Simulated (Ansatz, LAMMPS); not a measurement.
# Elastic response of amorphous Al2O3 (155 atoms)

How stiff is amorphous Al2O3 (155 atoms), and how do its levels respond to strain?

Calculated with Ansatz 0.2.0; Kohn-Sham DFT, r2SCAN, PAW (set soft_1), plane waves.

## Step 1: Set-up

The cell holds 155 atoms: 62 Al and 93 O. Its edges and angles: a = 12.259 Å, b = 12.259 Å, c = 12.259 Å, α = 90.0°, β = 90.0°, γ = 90.0°. 155 atoms (62 Al, 93 O) placed at random at 2.85 g/cm³, melted at 5000 K for 10 ps at fixed volume with the Morse and Coulomb pair potential with partial charges (Pedone, Malavasi, Menziani, Cormack and Segre, J. Phys. Chem. B 110, 11780 (2006)). Quenched from 5000 K to 300 K at 20 K/ps and fixed volume, held 5 ps, then minimised at fixed cell.

What the set-up can't give: The quench rate of 20 K/ps is many orders above laboratory rates, so the cell is likely richer in defects and strain than a real sample. The network of bonds at the start is that of the classical potential that made the cell, and needn't be the one that DFT or experiment would give. The Brillouin zone is sampled at Γ only.

## Step 2: Single point at the start

The forces at the start show how far the geometry lies from a minimum of this functional.

File input.yaml:

```yaml
crystal:
  lattice:
    - [12.2588, 0.0, 0.0]
    - [0.0, 12.2588, 0.0]
    - [0.0, 0.0, 12.2588]
  atoms:
    - { symbol: Al, position: [0.92778, 0.01368, 0.37643] }
    - { symbol: Al, position: [0.37866, 0.78293, 0.8894] }
    - { symbol: Al, position: [0.06278, 0.54028, 0.23068] }
    - { symbol: Al, position: [0.86786, 0.35276, 0.66743] }
    - { symbol: Al, position: [0.23905, 0.62078, 0.01026] }
    - { symbol: Al, position: [0.07149, 0.34572, 0.39298] }
    - { symbol: Al, position: [0.94844, 0.22058, 0.20062] }
    - { symbol: Al, position: [0.89102, 0.84704, 0.56398] }
    - { symbol: Al, position: [0.71564, 0.58732, 0.98176] }
    - { symbol: Al, position: [0.85058, 0.58718, 0.78402] }
    - { symbol: Al, position: [0.51693, 0.06645, 0.70919] }
    - { symbol: Al, position: [0.97691, 0.56899, 0.00304] }
    - { symbol: Al, position: [0.81574, 0.58645, 0.22241] }
    - { symbol: Al, position: [0.08049, 0.25103, 0.64914] }
    - { symbol: Al, position: [0.37701, 0.55956, 0.3697] }
    - { symbol: Al, position: [0.14256, 0.09391, 0.22043] }
    - { symbol: Al, position: [0.06348, 0.45483, 0.80622] }
    - { symbol: Al, position: [0.31862, 0.21407, 0.65209] }
    - { symbol: Al, position: [0.90144, 0.09206, 0.93624] }
    - { symbol: Al, position: [0.29039, 0.99693, 0.56268] }
    - { symbol: Al, position: [0.63383, 0.42351, 0.179] }
    - { symbol: Al, position: [0.85072, 0.50623, 0.47337] }
    - { symbol: Al, position: [0.80038, 0.02005, 0.17846] }
    - { symbol: Al, position: [0.52832, 0.32808, 0.65316] }
    - { symbol: Al, position: [0.4328, 0.76413, 0.12814] }
    - { symbol: Al, position: [0.69193, 0.20044, 0.23972] }
    - { symbol: Al, position: [0.12356, 0.84915, 0.68927] }
    - { symbol: Al, position: [0.53945, 0.98048, 0.18224] }
    - { symbol: Al, position: [0.25446, 0.36619, 0.21738] }
    - { symbol: Al, position: [0.25318, 0.61356, 0.76401] }
    - { symbol: Al, position: [0.54749, 0.0645, 0.96175] }
    - { symbol: Al, position: [0.32705, 0.00326, 0.83221] }
    [... 117 atom lines left out ...]
    - { symbol: O, position: [0.2099, 0.04731, 0.10245] }
    - { symbol: O, position: [0.43081, 0.80426, 0.76456] }
    - { symbol: O, position: [0.42163, 0.35678, 0.89616] }
    - { symbol: O, position: [0.87651, 0.04291, 0.06492] }
    - { symbol: O, position: [0.82592, 0.96066, 0.62988] }
    - { symbol: O, position: [0.65999, 0.08093, 0.75517] }
kpoints:
  mp_grid: { grid: [1, 1, 1] }
hamiltonian:
  xc: r2scan
  pseudopotentials: { kind: paw, azcp: { folder: soft_1 } }
scf:
  occupations: { method: fermi_dirac, width: 0.025 }
output:
  forces: true
```

On the command line:

```bash
ansatz run input.yaml --threads 4 --pin off --max-ram 8192MiB --backend cpu --events-out ev --progress --plain --runs-dir out
```

Numbers of over 12 decimals in the logs are rounded to 6 here.

What it wrote:

```text
[...]
Pseudopotentials: kind: paw
Pseudopotential: Al, paw, valence charge 3, recommended cutoff 500 eV (meta_gga), soft_1/Al.paw.azcp
Pseudopotential: O, paw, valence charge 6, recommended cutoff 500 eV (meta_gga), soft_1/O.paw.azcp
[... 6 lines on functional and potentials left out ...]
Crystal: 155 atoms, lattice volume = 1842.230 Å³
Basis set: ecut = 500 eV, 46753 PW (Γ), exchange–correlation on 360×360×360 points (64 copies of the dense FFT grid, shifted against one another)
Bands: 527, of which v1, the nominal top of the filled ones, is band 372 counted from 1 (371 counted from 0)
Symmetry: 1 space group operations
Space group: P1 (ITA 1), of the structure as read, at distance tolerance 1.2e-4 Å
k-points: 1
[... 7 lines on functional and potentials left out ...]
Initial density: superposition of atomic densities (chi_scale 0.1, normalization cell, long waves kept (reshape's long-wave potential 0.06 eV rms))
Initial wavefunctions: pseudopotential atomic-orbital guess
[...]
SCF iter   1: F=—  HF=-86689.552270 eV  |F-HF|=—  |Δ(HF+E_count)|=         —  Δρ=1.26e-1  dr2=3.10e2  dr2_τ=3.03e1  ethr=3.10e-3  ⟨swp⟩=6.0  Hψ=2270  notcnv=0  defer=40
preconditioner: auto → Resta (q_TF=auto, 2.346 Å⁻¹)  ε∞=2.7  [insulator: Δε(μ)=6.015 eV  Ē_g=17.945 eV  σ=0.025 eV  W_gap=1.00  n_scr=388 (ndim 8)  ℏωp=23.6 eV  f_vac=0.038  D(μ)=0.00/eV (n_scr^D=0)  ε∞_Penn≈2.7]
SCF iter   2: F=—  HF=-86617.943205 eV  |F-HF|=—  |Δ(HF+E_count)|=    7.16e1  Δρ=4.51e-2  dr2=2.14e1  dr2_τ=6.69e0  ethr=3.10e-3  ⟨swp⟩=4.0  Hψ=1285  notcnv=0  defer=148
SCF iter   3: F=—  HF=-86624.136497 eV  |F-HF|=—  |Δ(HF+E_count)|=    6.19e0  Δρ=2.24e-2  dr2=6.55e0  dr2_τ=4.25e-1  ethr=2.87e-3  ⟨swp⟩=2.0  Hψ=503  notcnv=0  defer=52
automatic band count: iteration 3 solves 431 bands in place of 527: the levels show a gap, and the empty bands left out lie too high to hold charge; the band table lists the bands solved (type scf.n_extra_bands for more)
SCF iter   4: F=—  HF=-86624.356428 eV  |F-HF|=—  |Δ(HF+E_count)|=   2.20e-1  Δρ=3.68e-3  dr2=1.93e-1  dr2_τ=2.64e-2  ethr=8.81e-4  ⟨swp⟩=3.0  Hψ=676  notcnv=0  defer=52
SCF iter   5: F=—  HF=-86624.353689 eV  |F-HF|=—  |Δ(HF+E_count)|=   2.74e-3  Δρ=1.45e-3  dr2=3.44e-2  dr2_τ=3.47e-3  ethr=2.59e-5  ⟨swp⟩=2.0  Hψ=805  notcnv=0  defer=52
[...]
SCF iter  11: F=—  HF=-86624.369517 eV  |F-HF|=—  |Δ(HF+E_count)|=   3.58e-6  Δρ=3.22e-6  dr2=2.40e-7  dr2_τ=1.57e-8  ethr=5.79e-10  ⟨swp⟩=2.0  Hψ=682  notcnv=0  defer=52
SCF iter  12: F=-86624.369518 eV  HF=-86624.369518 eV  |F-HF|=2.16e-8  |Δ(HF+E_count)|=   8.79e-7  Δρ=1.69e-6  dr2=4.61e-8  dr2_τ=3.96e-9  ethr=1.34e-11  ⟨swp⟩=4.0  Hψ=1408  notcnv=0
SCF 1 converged in 12 iterations: F = -86624.369518 eV  dr2 = 4.61e-8
[...]
SCF converged after 12 iterations
Free energy (F): -86624.369518 eV
Harris-Foulkes:  -86624.369518 eV  (|F-HF|=2.16e-8)
Internal energy: -86624.369518 eV  (E = F + TS)
E sigma→0 (E₀):  -86624.369518 eV
Fermi energy:    6.181220 eV
--- Per-component energies (eV) ---
[...]
Σ components = -86624.369518   (vs F -86624.369518, Δ=0.00e0)
--- Forces (eV/Å), atoms counted from 1 ---
  atom   1  Al    -0.07828498     0.03292180     0.11345525
  atom   2  Al     0.76513540     0.27084972     0.28983043
  atom   3  Al     0.34917609     0.27862695     0.12084041
  atom   4  Al     0.23583602     0.01687947    -0.07803665
[...]
atom 155  O     -0.53122277    -0.25456168    -0.48310851
  max |Σ_I F_I| component: 4.55e-4 eV/Å
```

Elapsed: 64 s, on 4 threads of Arm Neoverse V2, shared host; peak memory 5.1 GiB.

The r.m.s. force at the start is 0.35 eV/Å.

## Step 3: Cell and atoms relaxed

Cell and atoms are freed together, to release stress as well as forces.

File input.yaml:

```yaml
crystal:
  lattice:
    - [12.2588, 0.0, 0.0]
    - [0.0, 12.2588, 0.0]
    - [0.0, 0.0, 12.2588]
  atoms:
    [... the 155 atom lines of step 2 ...]
kpoints:
  mp_grid: { grid: [1, 1, 1] }
hamiltonian:
  xc: r2scan
  pseudopotentials: { kind: paw, azcp: { folder: soft_1 } }
scf:
  occupations: { method: fermi_dirac, width: 0.025 }
output:
  forces: true
relax:
  f_tol: 0.05
  max_steps: 150
  cell: {}
```

What it wrote:

```text
[...]
Crystal: 155 atoms, lattice volume = 1842.230 Å³
Basis set: ecut = 500 eV, 46753 PW (Γ), exchange–correlation on 360×360×360 points (64 copies of the dense FFT grid, shifted against one another)
Bands: 527, of which v1, the nominal top of the filled ones, is band 372 counted from 1 (371 counted from 0)
Symmetry: 1 space group operations
[...]
k-points: 1
[...]
SCF iter   1: F=—  HF=-86689.552272 eV  |F-HF|=—  |Δ(HF+E_count)|=         —  Δρ=1.26e-1  dr2=3.10e2  dr2_τ=3.03e1  ethr=3.10e-3  ⟨swp⟩=6.0  Hψ=2270  notcnv=0  defer=40
[...]
SCF iter   5: F=—  HF=-86624.353690 eV  |F-HF|=—  |Δ(HF+E_count)|=   2.75e-3  Δρ=1.45e-3  dr2=3.44e-2  dr2_τ=3.47e-3  ethr=2.59e-5  ⟨swp⟩=2.0  Hψ=805  notcnv=0  defer=52
[...]
SCF iter  11: F=—  HF=-86624.369517 eV  |F-HF|=—  |Δ(HF+E_count)|=   3.58e-6  Δρ=3.22e-6  dr2=2.40e-7  dr2_τ=1.57e-8  ethr=5.79e-10  ⟨swp⟩=2.0  Hψ=682  notcnv=0  defer=52
SCF iter  12: F=-86624.369518 eV  HF=-86624.369518 eV  |F-HF|=2.17e-8  |Δ(HF+E_count)|=   8.79e-7  Δρ=1.69e-6  dr2=4.61e-8  dr2_τ=3.96e-9  ethr=1.34e-11  ⟨swp⟩=4.0  Hψ=1408  notcnv=0
SCF 1 converged in 12 iterations: F = -86624.369518 eV  dr2 = 4.61e-8
[...]
relax step   1: F+E_penalty+E_count = -86624.36951814 eV  Δ(F+E_penalty+E_count) = +0.000e0 eV  max|allowed force component| = 1.269e0 eV/Å  Δτ_max = 0.0000 Å  P = -1.461 GPa  Ω = 1842.230 Å³  (12 SCF iters, dr2 threshold 1.00e-7 eV, accepted)
[... from here on, the SCF cycles and remarks between the steps are left out ...]
relax step   2: F+E_penalty+E_count = -86625.77656838 eV  Δ(F+E_penalty+E_count) = -1.407e0 eV  max|allowed force component| = 7.581e-1 eV/Å  Δτ_max = 0.0800 Å  P = -0.693 GPa  Ω = 1821.893 Å³  energy of the carried Pulay correction = +9.737e-3 eV  (7 SCF iters, dr2 threshold 1.55e-5 eV, accepted)
relax step   3: F+E_penalty+E_count = -86626.97861232 eV  Δ(F+E_penalty+E_count) = -1.202e0 eV  max|allowed force component| = 3.933e-1 eV/Å  Δτ_max = 0.2000 Å  P = -0.225 GPa  Ω = 1801.244 Å³  energy of the carried Pulay correction = +1.981e-2 eV  (7 SCF iters, dr2 threshold 1.55e-5 eV, accepted)
relax step   4: F+E_penalty+E_count = -86627.45332936 eV  Δ(F+E_penalty+E_count) = -4.747e-1 eV  max|allowed force component| = 2.518e-1 eV/Å  Δτ_max = 0.2000 Å  P = -0.038 GPa  Ω = 1783.155 Å³  energy of the carried Pulay correction = +2.880e-2 eV  (8 SCF iters, dr2 threshold 9.67e-6 eV, accepted)
relax step   5: F+E_penalty+E_count = -86627.61270019 eV  Δ(F+E_penalty+E_count) = -1.594e-1 eV  max|allowed force component| = 1.772e-1 eV/Å  Δτ_max = 0.2000 Å  P = +0.026 GPa  Ω = 1777.785 Å³  energy of the carried Pulay correction = +3.149e-2 eV  (8 SCF iters, dr2 threshold 3.96e-6 eV, accepted)
relax step   6: F+E_penalty+E_count = -86627.77199264 eV  Δ(F+E_penalty+E_count) = -1.593e-1 eV  max|allowed force component| = 1.733e-1 eV/Å  Δτ_max = 0.2000 Å  P = -0.022 GPa  Ω = 1776.433 Å³  energy of the carried Pulay correction = +3.217e-2 eV  (9 SCF iters, dr2 threshold 1.96e-6 eV, accepted)
relax step   7: F+E_penalty+E_count = -86627.90570548 eV  Δ(F+E_penalty+E_count) = -1.337e-1 eV  max|allowed force component| = 1.388e-1 eV/Å  Δτ_max = 0.2000 Å  P = -0.045 GPa  Ω = 1772.280 Å³  energy of the carried Pulay correction = +3.427e-2 eV  (9 SCF iters, dr2 threshold 1.88e-6 eV, accepted)
relax step   8: F+E_penalty+E_count = -86627.95237889 eV  Δ(F+E_penalty+E_count) = -4.667e-2 eV  max|allowed force component| = 6.529e-2 eV/Å  Δτ_max = 0.1462 Å  P = -0.033 GPa  Ω = 1770.729 Å³  energy of the carried Pulay correction = +3.506e-2 eV  (8 SCF iters, dr2 threshold 1.20e-6 eV, accepted)
relax step   9: F+E_penalty+E_count = -86627.96747987 eV  Δ(F+E_penalty+E_count) = -1.510e-2 eV  max|allowed force component| = 5.216e-2 eV/Å  Δτ_max = 0.1838 Å  P = -0.027 GPa  Ω = 1768.779 Å³  energy of the carried Pulay correction = +3.605e-2 eV  (9 SCF iters, dr2 threshold 2.66e-7 eV, accepted)
relax step  10: F+E_penalty+E_count = -86627.93622746 eV  Δ(F+E_penalty+E_count) = +3.125e-2 eV  max|allowed force component| = 3.740e-1 eV/Å  Δτ_max = 0.0385 Å  P = +0.153 GPa  Ω = 1766.493 Å³  energy of the carried Pulay correction = +3.721e-2 eV  (8 SCF iters, dr2 threshold 1.70e-7 eV, rejected (line search))
relax step  11: F+E_penalty+E_count = -86627.97452573 eV  Δ(F+E_penalty+E_count) = -7.046e-3 eV  max|allowed force component| = 3.028e-2 eV/Å  Δτ_max = 0.0193 Å  P = -0.011 GPa  Ω = 1768.175 Å³  energy of the carried Pulay correction = +3.635e-2 eV  (10 SCF iters, accepted)
relax step  12: F+E_penalty+E_count = -86627.98211847 eV  Δ(F+E_penalty+E_count) = -7.593e-3 eV  max|allowed force component| = 1.296e-1 eV/Å  Δτ_max = 0.0989 Å  P = +0.021 GPa  Ω = 1765.795 Å³  energy of the carried Pulay correction = +3.756e-2 eV  (11 SCF iters, accepted)
relax step  13: F+E_penalty+E_count = -86628.02462602 eV  Δ(F+E_penalty+E_count) = -4.251e-2 eV  max|allowed force component| = 1.337e-1 eV/Å  Δτ_max = 0.1500 Å  P = +0.030 GPa  Ω = 1764.393 Å³  energy of the carried Pulay correction = +3.828e-2 eV  (8 SCF iters, dr2 threshold 1.05e-6 eV, accepted)
relax step  14: F+E_penalty+E_count = -86628.12594967 eV  Δ(F+E_penalty+E_count) = -1.013e-1 eV  max|allowed force component| = 1.794e-1 eV/Å  Δτ_max = 0.2000 Å  P = -0.050 GPa  Ω = 1762.891 Å³  energy of the carried Pulay correction = +3.904e-2 eV  (8 SCF iters, dr2 threshold 1.12e-6 eV, accepted)
relax step  15: F+E_penalty+E_count = -86628.22366754 eV  Δ(F+E_penalty+E_count) = -9.772e-2 eV  max|allowed force component| = 1.765e-1 eV/Å  Δτ_max = 0.2000 Å  P = +0.062 GPa  Ω = 1757.932 Å³  energy of the carried Pulay correction = +4.158e-2 eV  (8 SCF iters, dr2 threshold 2.01e-6 eV, accepted)
relax step  16: F+E_penalty+E_count = -86628.31459966 eV  Δ(F+E_penalty+E_count) = -9.093e-2 eV  max|allowed force component| = 1.810e-1 eV/Å  Δτ_max = 0.2000 Å  P = -0.006 GPa  Ω = 1757.346 Å³  energy of the carried Pulay correction = +4.188e-2 eV  (8 SCF iters, dr2 threshold 1.95e-6 eV, accepted)
relax step  17: F+E_penalty+E_count = -86628.31424676 eV  Δ(F+E_penalty+E_count) = +3.529e-4 eV  max|allowed force component| = 3.652e-1 eV/Å  Δτ_max = 0.1972 Å  P = -0.105 GPa  Ω = 1755.870 Å³  energy of the carried Pulay correction = +4.264e-2 eV  (8 SCF iters, dr2 threshold 2.05e-6 eV, rejected (line search))
relax step  18: F+E_penalty+E_count = -86628.37127512 eV  Δ(F+E_penalty+E_count) = -5.668e-2 eV  max|allowed force component| = 1.247e-1 eV/Å  Δτ_max = 0.0986 Å  P = +0.006 GPa  Ω = 1756.628 Å³  energy of the carried Pulay correction = +4.225e-2 eV  (11 SCF iters, accepted)
relax step  19: F+E_penalty+E_count = -86628.38387939 eV  Δ(F+E_penalty+E_count) = -1.260e-2 eV  max|allowed force component| = 4.615e-1 eV/Å  Δτ_max = 0.0973 Å  P = +0.001 GPa  Ω = 1756.181 Å³  energy of the carried Pulay correction = +4.248e-2 eV  (8 SCF iters, dr2 threshold 9.71e-7 eV, accepted)
relax step  20: F+E_penalty+E_count = -86628.47738532 eV  Δ(F+E_penalty+E_count) = -9.351e-2 eV  max|allowed force component| = 1.972e-1 eV/Å  Δτ_max = 0.1500 Å  P = -0.009 GPa  Ω = 1756.393 Å³  energy of the carried Pulay correction = +4.237e-2 eV  (7 SCF iters, dr2 threshold 1.33e-5 eV, accepted)
relax step  21: F+E_penalty+E_count = -86628.58647006 eV  Δ(F+E_penalty+E_count) = -1.091e-1 eV  max|allowed force component| = 3.439e-1 eV/Å  Δτ_max = 0.1974 Å  P = +0.007 GPa  Ω = 1755.802 Å³  energy of the carried Pulay correction = +4.267e-2 eV  (8 SCF iters, dr2 threshold 2.43e-6 eV, accepted)
relax step  22: F+E_penalty+E_count = -86628.58850007 eV  Δ(F+E_penalty+E_count) = -2.030e-3 eV  max|allowed force component| = 7.841e-1 eV/Å  Δτ_max = 0.1919 Å  P = +0.004 GPa  Ω = 1754.904 Å³  energy of the carried Pulay correction = +4.314e-2 eV  (7 SCF iters, dr2 threshold 7.39e-6 eV, accepted)
relax step  23: F+E_penalty+E_count = -86628.69986187 eV  Δ(F+E_penalty+E_count) = -1.114e-1 eV  max|allowed force component| = 1.879e-1 eV/Å  Δτ_max = 0.2000 Å  P = +0.038 GPa  Ω = 1752.974 Å³  energy of the carried Pulay correction = +4.413e-2 eV  (7 SCF iters, dr2 threshold 1.55e-5 eV, accepted)
relax step  24: F+E_penalty+E_count = -86628.73396854 eV  Δ(F+E_penalty+E_count) = -3.411e-2 eV  max|allowed force component| = 1.205e-1 eV/Å  Δτ_max = 0.2000 Å  P = +0.020 GPa  Ω = 1752.736 Å³  energy of the carried Pulay correction = +4.425e-2 eV  (8 SCF iters, dr2 threshold 2.21e-6 eV, accepted)
relax step  25: F+E_penalty+E_count = -86628.76882091 eV  Δ(F+E_penalty+E_count) = -3.485e-2 eV  max|allowed force component| = 3.968e-2 eV/Å  Δτ_max = 0.1856 Å  P = -0.003 GPa  Ω = 1753.603 Å³  energy of the carried Pulay correction = +4.381e-2 eV  (8 SCF iters, dr2 threshold 9.07e-7 eV, accepted)
relax step  26: F+E_penalty+E_count = -86628.71871347 eV  Δ(F+E_penalty+E_count) = +5.011e-2 eV  max|allowed force component| = 3.942e-2 eV/Å  Δτ_max = 0.0000 Å  P = +0.014 GPa  Ω = 1753.603 Å³  stress off target by 3.87e-2 GPa  SCF on the basis re-selected at this cell (its energy is not comparable with the rows above)  (7 SCF iters)
basis re-selected at this cell: Δ(F+E_penalty+E_count) = +5.011e-2 eV, ΔP = +0.017 GPa vs the last step (what re-selecting the basis moved, of the pressure what is left beyond the Pulay correction that the steps carried, after the strain that the cell walked since its last selection, [...]
SCF converged after 7 iterations
Free energy (F): -86628.718713 eV
[...]
Internal energy: -86628.718713 eV  (E = F + TS)
E sigma→0 (E₀):  -86628.718713 eV
Fermi energy:    6.689268 eV
[...]
Σ components = -86628.718713   (vs F -86628.718713, Δ=0.00e0)
--- Forces (eV/Å), atoms counted from 1 ---
  atom   1  Al     0.00037588     0.00777254     0.01443368
  atom   2  Al     0.00461966     0.00525966    -0.00908558
  atom   3  Al     0.01353328    -0.01058266     0.01241187
  atom   4  Al    -0.00599644    -0.00694041     0.00853466
[...]
atom 155  O      0.00111876    -0.00010524     0.00203769
  max |Σ_I F_I| component: 1.85e-5 eV/Å
--- Stress (GPa, compression-positive) ---
        0.011016       0.017739      -0.019657
        0.017706       0.014500       0.001945
       -0.019612       0.001925       0.015939
  P = ⅓ Tr σ = 0.0138 GPa (0.138 kbar)
--- Relaxed structure (25 steps of the walk, 23 accepted, 1 SCFs on fresh bases) ---
  F+E_penalty+E_count = -86628.71871347 eV   max|allowed force component| = 3.942e-2 eV/Å   (the final SCF, on the basis selected at the relaxed cell)
  cell:  # Å, volume = 1753.6032 Å³
    - [12.098013, -0.008947, -0.202846]
    - [-0.008947, 12.043052, 0.140713]
    - [-0.202846, 0.140713, 12.041008]
  atoms:
    - { symbol: Al, position: [0.910983, 0.00520314, 0.355165] }
    - { symbol: Al, position: [0.414365, 0.776255, 0.908167] }
    - { symbol: Al, position: [0.018007, 0.533588, 0.239286] }
    - { symbol: Al, position: [0.871441, 0.353190, 0.647507] }
[...]
- { symbol: O, position: [0.665460, 0.072505, 0.749990] }
```

Wall time 23 min (4 threads); peak memory 5 GiB; 1.5 h of CPU time.

The relaxation converged after 25 steps, with a largest force component of 0.039 eV/Å.

(Part 1 of 2 ends here.)

[Logs are printed without paths, hosts, clocks, repeated set-up lines and the standing remarks that a program may print on its own settings, such as how far it seeks lower states.]

[Hosts, paths, dates, database ids (printed as entryN), source tags and the programs' standing remarks are cut or masked in the printed files.]
